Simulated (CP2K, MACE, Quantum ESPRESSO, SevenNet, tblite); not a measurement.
# Bulk modulus two ways: random rutile alloy of IrO2 and SiO2 (96 atoms), QE, PBE

The cell holds 96 atoms (20 Si, 64 O and 12 Ir). Recipe: rutile IrO2, 2 x 2 x 4 conventional cells, 20 of 32 Ir sites given to Si at random (x = 0.625), lattice by Vegard's rule (cell 4.299, 4.299, 2.848, 90, 90, 90); every coordinate displaced by a Gaussian of 0.07 Å Then the atoms were relaxed with SevenNet 0 in the fixed cell.

Calculated with Quantum ESPRESSO 7.5: PBE; plane waves, SSSP efficiency, 60/480 Ry; k-points Γ. The cell is scaled evenly by ±3 % in volume, and SevenNet 0 relaxes the atoms at each volume before the single point.

```
volume (Å³/atom)  energy less the middle row's (meV/atom)  pressure (GPa)
          8.5089                                   37.098          22.388
          8.7721                                    0.000          11.869
          9.0353                                  -17.557           2.874
```

**Question.** Find the bulk modulus at the middle volume from the pressures and from the energies, and check the printed pressure against the slope of the energy (1 meV/Å³ = 0.16022 GPa).

**Working.**

The step is h = 0.2632 Å³. From pressures: B = −V dP/dV = 8.7721 × (22.388 − (2.874)) / (2 × 0.2632) = 325 GPa.

From energies: B = V d²E/dV² = 8.7721 × (37.098 + (-17.557)) / 0.2632² = 2475 meV/Å³ = 397 GPa.

Slope: P = −dE/dV = −(-17.557 − (37.098)) / (2 × 0.2632) = 104 meV/Å³ = 16.64 GPa, against 11.87 GPa printed.

The modulus from energies lies 22 % over that from pressures.

A central difference over ±3 % overstates P by about B(1 + B′)(0.03)²/6, some 0.24 GPa for B′ = 4, which is small against the gap found. The atoms follow SevenNet 0, so this level's forces do work along the path, which enters the energies but not the printed pressures. A stress printed at a finite cutoff holds the number of plane waves fixed and tends to come out low, which is the sign found here.

Limits: three points, a static cell at zero temperature, the cell shape held; the modulus is that at 11.9 GPa, not at zero pressure.

[Long decimals in the printed logs are rounded to 6 places.]

[Logs are printed without paths, hosts, clocks, repeated set-up lines and the standing remarks that a program may print on its own settings, such as how far it seeks lower states.]

[Hosts, paths, dates, database ids (printed as entryN), source tags and the programs' standing remarks are cut or masked in the printed files.]
